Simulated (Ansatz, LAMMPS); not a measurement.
# Gap against volume in glassy 72B2O3-28MgO (mol %) (104 atoms)

Density of this cell: 2.15 g/cm³. The cell holds 104 atoms: 36 B, 7 Mg and 61 O. Cell: a = 10.793 Å, b = 10.728 Å, c = 10.257 Å, α = 89.8°, β = 88.0°, γ = 86.8°. The starting structure: 104 atoms (36 B, 7 Mg, 61 O) placed at random at 2.08 g/cm³, melted at 3000 K for 20 ps at fixed volume with the Buckingham and Coulomb pair potential of Guillot and Sator (Geochim. Cosmochim. Acta 71, 1249 (2007)) with the boron terms of Wang et al. (J. Non-Cryst. Solids 498, 294 (2018)). Quenched from 3000 K to 300 K at 20 K/ps and fixed volume, held 10 ps at zero pressure.

Calculated with Ansatz 0.2.0: Kohn-Sham DFT, RPBE, PAW (set soft_2), plane waves; cutoff 420 eV, Γ point, fixed occupations. The relaxed cell was scaled evenly and the atoms were relaxed at each volume. The gap is that between the highest filled and the lowest empty Kohn-Sham level on the run's k-points.

```
volume (Å³/atom)  gap (eV)
          10.255               4.862
          10.711                   ?
          11.052               4.600
          11.394               4.494
          11.736               4.424
          12.078               4.296
```

**Question.** Fit a straight line in ln V to the rows given and interpolate to the withheld row.

**Working.**

A volume deformation potential makes the spacing linear in u = ln(V/V0), with V0 = 11.394 Å³ the relaxed volume; v is the spacing.

| u = ln(V/V0) | v (eV) |
| --- | --- |
| -0.105360 | 4.8623 |
| -0.0304591 | 4.5997 |
| 0 | 4.4941 |
| 0.0295583 | 4.4237 |
| 0.0582697 | 4.2962 |

With n = 5: mean u = -0.00959822, mean v = 4.5352, Σ(u − ū)² = 0.015837, Σ(u − ū)(v − v̄) = -0.053650. Slope b = -0.053650 / 0.015837 = -3.3877; intercept a = v̄ − b ū = 4.5027.

At the withheld volume u = -0.06188, and v = a + b u.

Prediction at 10.711: 4.712 eV. The run gave 4.706 eV, so the fit is high by 0.0064 eV (0.14 % of the value).

The slope, -3.39 eV, says that the spacing narrows on expansion. Among the rows given, the largest miss of the fit is at 11.736, by 0.021 eV (3.7 % of the range of the table).

Limits: The table spans 16 % in volume, wide for a linear law. Semilocal functionals tend to put gaps under measured ones. Only the Γ point is sampled. Atoms move by up to 1.2 Å in these relaxations, so the structure changes along the series. Defect or tail levels can set the spacing of a disordered cell.

[Logs are printed without paths, hosts, clocks, repeated set-up lines and the standing remarks that a program may print on its own settings, such as how far it seeks lower states.]

[Hosts, paths, dates, database ids (printed as entryN), source tags and the programs' standing remarks are cut or masked in the printed files.]
